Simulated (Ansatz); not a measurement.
# MgPd (Pm-3m): from the cell to its phonons, part 2 of 2

How does MgPd (Pm-3m) vibrate, and is this structure a minimum?

Ansatz 0.2.0; DFT PBEsol, scalar-relativistic, plane waves, PAW.

So far. Step 3 (Relaxing to small forces for the phonons): The forces vanish by symmetry and the pressure is 0.000 GPa, within the tolerances set. The cell now holds 15.51 Å³/atom. The relaxed cell has a = 3.142 Å (conventional setting).

### 4. Zone-centre response

The zone centre comes first: it holds the modes that light can see, as far as symmetry allows. No field response is asked, since the mesh shows no gap.

input.yaml reads:

```yaml
crystal:
  lattice:
    - [3.1421578943, 0.0, 0.0]
    - [0.0, 3.1421578943, 0.0]
    - [0.0, 0.0, 3.1421578943]
  atoms:
    - { symbol: Mg, position: [0.0, 0.0, 0.0] }
    - { symbol: Pd, position: [0.5, 0.5, 0.5] }
kpoints:
  mp_grid: { grid: [16, 16, 16] }
hamiltonian:
  xc: pbesol
scf:
  occupations: { method: methfessel_paxton, width: 0.2 }
output:
  eigenvalues: true
phonons:
  method: dfpt
```

Launch:

```sh
$ ansatz run input.yaml --threads 4 --pin off --max-ram 7168MiB --backend cpu --events-out ev --progress --plain --runs-dir out
```

Numbers of over 12 decimals in the logs are rounded to 6 here.

Output:

```text
[...]
Crystal: 2 atoms, lattice volume = 31.023 Å³
Basis set: ecut = 420 eV, 619 PW (Γ), exchange–correlation on 48×48×48 points (8 copies of the dense FFT grid, shifted against one another)
Bands: 18, of which v1, the nominal top of the filled ones, is band 14 counted from 1 (13 counted from 0)
Symmetry: 48 space group operations
k-points: 405 of 4096 (irreducible under 8 space group operations, time reversal used)
[...]
SCF iter   1: F=—  HF=-8820.104061 eV  |F-HF|=—  |Δ(HF+E_count)|=         —  Δρ=8.87e-3  dr2=2.53e-2  ethr=1.77e-3  ⟨swp⟩=5.0  Hψ=32935  notcnv=0
[...]
SCF iter   7: F=-8820.098612 eV  HF=-8820.098612 eV  |F-HF|=1.82e-12  |Δ(HF+E_count)|=  1.09e-11  S|Δr|=    0.00e0  Δρ=8.78e-8  dr2=1.18e-12  ethr=1.00e-12  ⟨swp⟩=5.5  Hψ=29717  notcnv=0
SCF 1 converged in 7 iterations: F = -8820.098612 eV  dr2 = 1.18e-12
[...]
DFPT response loops at Γ: preconditioner auto → Kerker (q_TF=auto, 2.682 Å⁻¹) (partly filled bands, converged f_vac=0.000); β = 1.00, the filter's whole step (`scf.mixing.beta` (0.50) is not read by the response loops under this deck's `scf.mixing.preconditioner`; to damp them name `kerker` or `kerker_dos`, under which they read `scf.mixing.beta`, and type it under 1.00, their step now; both keys bind the ground state too); Broyden in place of MSR1
SCF converged after 7 iterations
[...]
Free energy (F): -8820.098612 eV
[...]
Internal energy: -8820.099341 eV  (E = F + TS)
E sigma→0 (E₀):  -8820.098794 eV
Entropy (-TS):   0.000729 eV (0.364 meV/atom)
Fermi energy:    13.873650 eV
[...]
--- Band table (eV; the first three rows and the last of 405) ---
  k-point 0: bands = [... 10 lower, 9.7122, 11.7647, 11.7647, 11.7647, 20.9407, 20.9407, 20.9407, 23.7605]
  k-point 1: bands = [... 10 lower, 9.7407, 11.7304, 11.7304, 11.7685, 20.3336, 21.0320, 21.0320, 23.7085]
  k-point 2: bands = [... 10 lower, 9.8223, 11.6350, 11.6350, 11.7795, 19.1430, 21.2972, 21.2972, 23.5595]
  k-point 404: bands = [... 10 lower, 9.5465, 12.5306, 12.5306, 17.2593, 17.2593, 17.2593, 20.2667, 21.0756]
--- Phonons (Γ-DFPT): 2 representative perturbations + reference, on 405 of 4096 k-points (Σ response iterations 7) ---
  k mesh reduced under 8 symmetry operations, with k and −k counted as one. Each operation leaves every solved perturbation unchanged. A smaller set is not used because it would not reduce the number of displacements times k-points to solve
  ASR residual: 1.617e-5 → 0.000e0 eV/Å²; symmetrization residual: 4.636e-6 eV/Å²
  ASR residual per site (eV/Å²): 1.62e-5 2.85e-6
  Γ frequencies (cm⁻¹): 0.00 0.00 0.00 248.30 248.30 248.30
  non-analytic LO–TO correction: not included (Born effective charges unavailable; polar crystals: no LO–TO splitting at Γ)
```

Wall time 26 s (4 threads of Arm Neoverse N1, shared host); peak memory 0.82 GiB.

Reading the cycles: dr2 is the Hartree energy of the density residual (eV), the measure of convergence; HF is the Harris–Foulkes estimate of the energy, which meets the free energy F at convergence.

Numbers from this step:

```yaml
sum_rule_residual_before_enforcement: 1.62e-5 eV/Å²
point_group: m-3m
highest_optical_mode_at_the_zone_centre_no_lo_to_term: 248.3 cm⁻¹
lowest_optical_zone_centre_mode: 248.3 cm⁻¹
```

Patterns of degenerate modes are one choice out of their space. The modes at Γ (shares of kinetic energy by element, %):

```tsv
mode	frequency (cm⁻¹)	symmetry	Mg %	Pd %
1	0.0	acoustic	19	81
2	0.0	acoustic	19	81
3	0.0	acoustic	19	81
4	248.3	T1u	81	19
5	248.3	T1u	81	19
6	248.3	T1u	81	19
```

Displacements in mode 6 (248.3 cm⁻¹), the largest set to 1:
```
Mg1  1.00  0.00  0.00
Pd2 -0.23  0.00  0.00
```

Before it was imposed, the acoustic sum rule was missed by 1.6e-5 eV/Å². Small misses are needed for a sound result but don't prove that mesh and cutoff are converged. The lowest optical mode is real, 248 cm⁻¹.

### 5. The dispersion

Stability and thermal properties need the whole zone. Linear response on a 4×4×4 q mesh gives force constants as far as a supercell of that size would.

input.yaml: that of step 4 with these lines changed.

```diff
@@ -18 +18,8 @@
   method: dfpt
+  qmesh: [4, 4, 4]
+  temperatures: { t_max: 1000, t_step: 50 }
+  qpath:
+    path:
+      - [[0.0, 0.0, 0.0], [0.0, 0.5, 0.0], [0.5, 0.5, 0.0], [0.0, 0.0, 0.0], [0.5, 0.5, 0.5], [0.0, 0.5, 0.0]]
+      - [[0.5, 0.5, 0.5], [0.5, 0.5, 0.0]]
+    npoints: 10
```

Output:

```text
[...]
Crystal: 2 atoms, lattice volume = 31.023 Å³
Basis set: ecut = 420 eV, 619 PW (Γ), exchange–correlation on 48×48×48 points (8 copies of the dense FFT grid, shifted against one another)
Bands: 18, of which v1, the nominal top of the filled ones, is band 14 counted from 1 (13 counted from 0)
Symmetry: 48 space group operations
k-points: 165 of 4096
[...]
SCF iter   1: F=—  HF=-8820.104123 eV  |F-HF|=—  |Δ(HF+E_count)|=         —  Δρ=8.86e-3  dr2=2.53e-2  ethr=1.77e-3  ⟨swp⟩=5.0  Hψ=13440  notcnv=0
[...]
SCF iter   7: F=-8820.098612 eV  HF=-8820.098612 eV  |F-HF|=0.00e0  |Δ(HF+E_count)|=  5.09e-11  S|Δr|=    0.00e0  Δρ=8.67e-8  dr2=9.53e-13  ethr=1.00e-12  ⟨swp⟩=5.6  Hψ=12099  notcnv=0
SCF 1 converged in 7 iterations: F = -8820.098612 eV  dr2 = 9.53e-13
[...]
SCF iter   1: F=—  HF=-8820.098612 eV  |F-HF|=—  |Δ(HF+E_count)|=         —  Δρ=2.42e-7  dr2=1.25e-11  ethr=4.79e-9  ⟨swp⟩=3.7  Hψ=22079  notcnv=0
eigensolver tolerance schedule: the retry pair's looser diagonalisation over-reported the residual by 107401.11 of it (diagonalisation noise at 0.20 of the residual, at the tolerance the schedule requests for it); recorded, not acted on — ethr = c·dr2/N_el stays at c = 1.0e-1
[...]
SCF iter   2: F=—  HF=-8820.098612 eV  |F-HF|=—  |Δ(HF+E_count)|=   2.84e-8  S|Δr|=    0.00e0  Δρ=2.51e-7  dr2=1.57e-11  ethr=1.00e-12  ⟨swp⟩=2.4  Hψ=5351  notcnv=0
SCF iter   3: F=-8820.098612 eV  HF=-8820.098612 eV  |F-HF|=1.82e-12  |Δ(HF+E_count)|=  5.46e-12  S|Δr|=    0.00e0  Δρ=1.34e-7  dr2=4.31e-12  ethr=1.00e-12  ⟨swp⟩=1.5  Hψ=7654  notcnv=0
SCF 2 converged in 3 iterations: F = -8820.098612 eV  dr2 = 4.31e-12
phonons: the bands overlap, so this run is a metal and interpolates without the dipole-dipole term. If the crystal is really an insulator or semiconductor, its LO-TO splitting is missing
NSCF: frozen V_eff on 165 k-points
WARN: eigensolver did not converge in 7 slots of this pass, the one above among them; of largest residual over every band (k=42): 1 band(s) unlocked (lowest unlocked band 17, counted from 0; max residual 5.12e-4 eV among the unlocked bands, 5.12e-4 eV over every band); of lowest unlocked band (k=37): band 17
[...]
DFPT response loops at q = (0, 0, 0) (fractional): preconditioner auto → Kerker (q_TF=auto, 2.682 Å⁻¹) (partly filled bands, converged f_vac=0.000); β = 1.00, the filter's whole step (`scf.mixing.beta` (0.50) is not read by the response loops under this deck's `scf.mixing.preconditioner`; to damp them name `kerker` or `kerker_dos`, under which they read `scf.mixing.beta`, and type it under 1.00, their step now; both keys bind the ground state too); Broyden in place of MSR1
[...]
SCF converged after 7 iterations
[...]
Free energy (F): -8820.098612 eV
[...]
Internal energy: -8820.099341 eV  (E = F + TS)
E sigma→0 (E₀):  -8820.098794 eV
Entropy (-TS):   0.000729 eV (0.364 meV/atom)
Fermi energy:    13.873650 eV
[...]
--- Band table (eV; the first three rows and the last of 165) ---
  k-point 0: bands = [... 10 lower, 9.7122, 11.7647, 11.7647, 11.7647, 20.9407, 20.9407, 20.9407, 23.7605]
  k-point 1: bands = [... 10 lower, 9.7407, 11.7304, 11.7304, 11.7685, 20.3336, 21.0320, 21.0320, 23.7085]
  k-point 2: bands = [... 10 lower, 9.8223, 11.6350, 11.6350, 11.7795, 19.1430, 21.2972, 21.2972, 23.5595]
  k-point 164: bands = [... 10 lower, 9.5465, 12.5306, 12.5306, 17.2593, 17.2593, 17.2593, 20.2667, 21.0756]
--- Phonons (Γ-DFPT): 2 representative perturbations + reference (Σ response iterations 7) ---
  ASR residual: 2.202e-5 → 0.000e0 eV/Å²; symmetrization residual: 1.323e-6 eV/Å²
  ASR residual per site (eV/Å²): 1.21e-5 2.20e-5
  Γ frequencies (cm⁻¹): 0.00 0.00 0.00 248.30 248.30 248.30
--- Phonons (arbitrary-q DFPT): 10 irreducible q on the 4×4×4 mesh ---
  q = [0.0000, 0.0000, 0.0000] (star 1, of the zone-centre solve; hermiticity 5.90e-7, symmetrization 4.03e-12): -0.00 -0.00 -0.00 248.30 248.30 248.30
  q = [0.0000, 0.0000, 0.2500] (star 6, 4 solved perturbations in 4032 linear systems a pass and spin channel, the states on 1296 of 4096 k-point pairs; hermiticity 9.72e-7, symmetrization 5.72e-13): 77.68 77.68 94.35 240.40 240.40 279.41
[...]
q = [0.0000, 0.2500, -0.5000] (star 12, 6 solved perturbations on 1296 of 4096 k-point pairs; hermiticity 1.37e-6, symmetrization 4.95e-14): 98.83 99.08 120.60 225.29 267.09 304.56
[...]
sum rule: each row above includes the acoustic sum rule's correction from the zone centre's row sums; it moved no ω² by more than (0.37 cm⁻¹)²
  mesh force constants: q→R imaginary residual 2.99e-18; ASR residual 2.202e-5 → 0.000e0 eV/Å²; symmetrization residual 6.217e-15 eV/Å²
  interpolated dispersion: 62 rows × 6 modes
  density of states and harmonic sums: on the 20×20×20 q-mesh, interpolated from the force constants of a 4×4×4 supercell (no non-analytic term)
  largest difference from the sums on the solved wave vectors: F 1.34e-2 eV, S 1.74e-5 and C_V 4.01e-6 eV/K
  zero-point energy: 0.068315 eV/cell   skipped modes (ω ≤ 0): 3   left out of the sums: 6.25e-5 of the cell's modes: C_V's classical limit lies that fraction below 3 k_B per atom; for a crystal, a wire or a layer, F and S can be off by more, and a phonons.interpolated_qmesh denser along its periods is the remedy for the sampling
```

It took 15 min on 4 threads; peak memory 2.9 GiB; 57 min of CPU time.

This step gave:

```
sum-rule residual before enforcement                       : 2.20e-5 eV/Å²
lowest frequency on the path                               : 0 cm⁻¹
highest frequency on the path or at a solved wavevector    : 320.6 cm⁻¹
mean frequency                                             : 183.7 cm⁻¹
Debye temperature (second moment)                          : 377 K
logarithmic mean frequency                                 : 161.1 cm⁻¹
lowest mode on the q mesh (acoustic modes at Γ apart)      : 57.14 cm⁻¹
zero-point energy per atom                                 : 34.16 meV
heat capacity at 300 K                                     : 23.11 J/(mol atoms K)
vibrational entropy at 300 K                               : 32.33 J/(mol atoms K)
edges of the widest gap between branches, on path and mesh : 127.3, 219.7 cm⁻¹
```

Frequencies (cm⁻¹) solved at each irreducible wavevector; negative means imaginary. Frequencies by wavevector, by row:

```tsv
q in reciprocal lattice units	star	mode 1	mode 2	mode 3	mode 4	mode 5	mode 6
0 0 0	1	0	0	0	248.3	248.3	248.3
0 0 0.25	6	77.7	77.7	94.3	240.4	240.4	279.4
0 0 -0.5	3	117.5	117.5	127.3	230.5	230.5	320.6
0 0.25 0.25	12	57.1	97.5	119	233.5	271	274.8
0 0.25 -0.5	12	98.8	99.1	120.6	225.3	267.1	304.6
0 -0.5 -0.5	3	77.6	77.6	122.2	219.7	294.6	294.6
0.25 0.25 0.25	8	92.9	92.9	118.5	267.2	267.2	269
0.25 0.25 -0.5	12	100.5	106.6	113.9	263.4	264	298.4
0.25 -0.5 -0.5	6	105.7	105.7	118.8	260.8	294.7	294.7
-0.5 -0.5 -0.5	1	118.4	118.4	118.4	296.4	296.4	296.4
```

Interpolated from a 4×4×4 q mesh. Phonon branches along the path, in cm⁻¹:

```tsv
point	branch 1	branch 2	branch 3	branch 4	branch 5	branch 6
Γ	0	0	0	248	248	248
halfway	78	78	94	240	240	279
X	118	118	127	230	230	321
halfway	99	99	121	225	267	305
M	78	78	122	220	294	294
halfway	57	98	119	234	271	275
Γ	0	0	0	248	248	248
halfway	93	93	119	267	267	269
R	118	118	118	296	296	296
halfway	100	107	114	263	264	298
X	118	118	127	230	230	321
jump to R	118	118	118	296	296	296
halfway	106	106	119	261	295	295
M	78	78	122	220	294	294
```

The phonon branches as a text plot (rows in cm⁻¹):

```
    314 |      *****                                  ****
    301 |     *     ****                     *********    *******
    287 |    *       ** *****              **    **        *
    274 |   *       *      ***          ***        *        *
    260 |  *       *          **     ***            **       *
    247 |***      *            ******                **
    234 |   *******        ****                        ***    **
    220 |          ********                                     *
    207 |
    194 |
    180 |
    167 |
    154 |
    140 |
    127 |      ***  ******             *                **    ***
    114 |     ******      *****      ** **********************
    100 |   ***    *     **  * *         **        ****      *
     87 |    *      *** *     *     *   *                     **
     73 |   *          ****     *      *                        *
     60 |  *               *** *     **
     47 | **                  * *  *
     33 | *                    * *  *
     20 |*                      ** *
      7 |                        **
         Γ      X      M          Γ            R        X|R     M
```

Tetrahedra on a 20×20×20 mesh, mean over bins of 5 cm-1. Interpolated from a 4×4×4 q mesh. Table of phonon density of states by wavenumber; read off at these points:

```tsv
wavenumber (cm⁻¹)	phonon density of states (1/cm⁻¹/cell)
2	1.0e-5
12	2.6e-4
18	4.9e-4
28	0.00146
38	0.00277
48	0.00454
52	0.00559
62	0.00911
72	0.0156
82	0.0293
88	0.0334
98	0.0469
108	0.0788
112	0.0698
118	0.128
122	0.0333
132	0
142	0
148	0
158	0
168	0
178	0
182	0
192	0
202	0
212	0
218	4.0e-5
228	0.0202
238	0.0389
242	0.0408
248	0.0416
252	0.0339
262	0.0301
272	0.0305
278	0.0320
288	0.0416
292	0.0713
298	0.0407
308	0.0105
312	0.00644
322	2.0e-5
```

Phonopy on the run's constants, 19x19x19 mesh, Gaussian sigma 2.5 cm-1. Interpolated from a 4×4×4 q mesh. Table of partial phonon density of states by wavenumber; read off at these points; values in 1/cm⁻¹/cell:

```tsv
wavenumber (cm⁻¹)	Mg	Pd
-10.0	0	0
0.0	1.0e-5	5.0e-5
10.0	4.1e-5	2.0e-4
20.0	1.5e-4	7.0e-4
30.0	2.0e-4	9.7e-4
40.0	6.1e-4	0.00312
50.0	8.0e-4	0.00457
60.0	0.00108	0.00682
70.0	0.00166	0.0118
80.0	0.00282	0.0234
90.0	0.00319	0.0321
100.0	0.00342	0.0460
110.0	0.00270	0.0720
117.5	0.00116	0.109
120.0	6.6e-4	0.0856
130.0	3.2e-6	3.9e-4
140.0	0	0
150.0	0	0
160.0	0	0
170.0	0	0
180.0	0	0
190.0	0	0
200.0	0	0
210.0	4.5e-7	0
220.0	0.00449	1.2e-5
230.0	0.0286	6.6e-4
240.0	0.0378	0.00268
250.0	0.0342	0.00328
260.0	0.0277	0.00234
267.1	0.0313	0.00206
270.0	0.0292	0.00224
278.0	0.0358	0.00226
280.0	0.0319	0.00216
290.0	0.0486	0.00288
293.4	0.0635	0.00374
300.0	0.0255	0.00129
310.0	0.00823	1.8e-4
320.0	0.00156	9.1e-6
330.0	0	0
```

Second derivatives of the energy by pair, one row for each kind of neighbour of each atom listed. Each entry sums the pair over the periodic images of the supercell that the q mesh stands for, and in a polar crystal it holds the long-range dipole part too. Force constants by pair, by row:

```tsv
atom	neighbour	distance (Å)	third of the trace (eV/Å²)	along the pair's line (eV/Å²)
Mg1	itself	0	6.108	–
Mg1	Pd	2.721	-0.5457	-1.699
Mg1	Mg	3.142	-0.2088	-0.7786
Mg1	Mg	4.444	0.0015	-0.063
Mg1	Pd	5.211	-0.0074	-0.0187
Mg1	Mg	5.442	-0.0602	-0.1576
Mg1	Mg	6.284	0.0096	0.0132
Mg1	Pd	6.848	0.0032	0.0077
Mg1	Mg	7.026	0.0025	0.0055
Pd2	itself	0	5.515	–
Pd2	Mg	2.721	-0.5457	-1.699
Pd2	Pd	3.142	-0.1034	-0.2032
Pd2	Pd	4.444	-0.0504	-0.1564
Pd2	Mg	5.211	-0.0074	-0.0187
Pd2	Pd	5.442	-0.0071	0.0097
Pd2	Pd	6.284	0.0253	0.1328
Pd2	Mg	6.848	0.0032	0.0077
Pd2	Pd	7.026	0.014	0.0107
```

Harmonic thermodynamic functions per atom, from the density of states. Interpolated from a 4×4×4 q mesh. Thermodynamic functions, by row:

```tsv
T (K)	F_vib (meV/atom)	S (J/mol-atom/K)	C_V (J/mol-atom/K)
0	34.16	0	0
50	33.67	3.299	6.933
100	30.06	10.68	14.64
200	12.09	23.31	21.17
300	-17	32.33	23.11
400	-54.16	39.1	23.88
500	-97.57	44.47	24.25
600	-146	48.91	24.46
700	-198.7	52.69	24.59
800	-255.1	55.98	24.67
900	-314.6	58.89	24.73
1000	-377.1	61.5	24.77
```

Harmonic mean-square displacement, third of the trace. Interpolated from a 4×4×4 q mesh. Mean square displacements, by row:

```tsv
T (K)	Mg1 U_eq (Å²)	Pd2 U_eq (Å²)
0	0.00299	0.00161
100	0.00387	0.00303
300	0.00802	0.00813
600	0.01523	0.01607
```

Symmetry leaves 10 wavevectors to solve. The lowest mode among them, the acoustic zeros apart, lies at q = (0, 0.25, 0.25) and is real, 57.1 cm⁻¹.

### 6. Isotope substitution, element Mg, natural mass 24.305 amu

An isotope changes the mass and not the force constants, so no new electronic calculation is needed; the shifts show which modes move this element.

The same force constants with the mass of Mg changed from 24.305 to 25.983 u (phonopy, no LO-TO term). Both lists are sorted by frequency; levels can cross, so a row need not hold one and the same mode. Modes under 3 cm⁻¹ are left out. Isotope shifts, by row:

```tsv
q	rank	natural mass (cm⁻¹)	changed mass (cm⁻¹)
0 0 0	4	248.3	241.7
0 0 0	5	248.3	241.7
0 0 0	6	248.3	241.7
0 0 0.25	1	77.68	77.35
0 0 0.25	2	77.68	77.35
0 0 0.25	3	94.35	94.16
0 0 0.25	4	240.4	233.5
0 0 0.25	5	240.4	233.5
0 0 0.25	6	279.4	270.8
0 0 -0.5	1	117.5	117.5
0 0 -0.5	2	117.5	117.5
0 0 -0.5	3	127.3	127.3
0 0 -0.5	4	230.5	222.9
0 0 -0.5	5	230.5	222.9
0 0 -0.5	6	320.6	310.1
0 0.25 0.25	1	57.14	56.88
0 0.25 0.25	2	97.47	97.19
0 0.25 0.25	3	119	119
0 0.25 0.25	4	233.5	226.5
0 0.25 0.25	5	271	263.3
0 0.25 0.25	6	274.8	265.8
```

A mode of this element alone would shift by -3.28 %. The highest zone-centre frequency without the field goes from 248.3 to 241.7 cm⁻¹ (-2.7 %). The product of the frequency ratios over all optical modes at Γ is 0.922; the product rule, (m/m′)^(3k/2) (M′/M)^(3/2) with k = 1 such atoms and M the mass of the cell, gives 0.922.

### 7. Isotope substitution, element Pd, natural mass 106.42 amu

The same for Pd, from 106.42 to 109.91 u.

A mode of this element alone would shift by -1.60 %. The highest zone-centre frequency without the field goes from 248.3 to 247.6 cm⁻¹ (-0.3 %). The product of the frequency ratios over all optical modes at Γ is 0.991; the product rule, (m/m′)^(3k/2) (M′/M)^(3/2) with k = 1 such atoms and M the mass of the cell, gives 0.991.

### 8. Outcome

| Item | Value |
| --- | --- |
| space group after relaxation (within 0.01 Å) | Pm-3m |
| volume per atom | 15.5 Å³ |
| electronic character | no gap on this mesh |
| highest optical mode at the zone centre (no LO-TO term) | 248 cm⁻¹ |
| lowest optical zone-centre mode | 248 cm⁻¹ |
| lowest mode on the q mesh (acoustic modes at Γ apart) | 57.1 cm⁻¹ |
| highest frequency on the path or at a solved wavevector | 321 cm⁻¹ |
| zero-point energy per atom | 34.2 meV |
| heat capacity at 300 K | 23.1 J/(mol atoms K) |
| vibrational entropy at 300 K | 32.3 J/(mol atoms K) |
| Debye temperature (second moment) | 377 K |
| imaginary modes on the 4×4×4 q mesh | none |

In words: The structure is a minimum as far as tested: no mode is imaginary at the 10 irreducible wavevectors of the 4×4×4 mesh, and the softest away from the acoustic zeros lies at 57 cm⁻¹. The optical modes at Γ form one degenerate level at 248 cm⁻¹. The highest mode in this list at Γ, 248.3 cm⁻¹, is mostly motion of Mg (81 % of the kinetic energy). On the path and the mesh, the widest gap between branches runs from 127 to 220 cm⁻¹. With no gap, or one that is small against the smearing, the frequencies hang on the k mesh and the smearing, most of all near Kohn anomalies. A phonon run warned that its eigensolver left some bands unconverged in a pass. These are harmonic frequencies at zero temperature: anharmonic shifts, linewidths and thermal expansion are left out.

[Logs are printed without paths, hosts, clocks, repeated set-up lines and the standing remarks that a program may print on its own settings, such as how far it seeks lower states.]

[Hosts, paths, dates, database ids (printed as entryN), source tags and the programs' standing remarks are cut or masked in the printed files.]
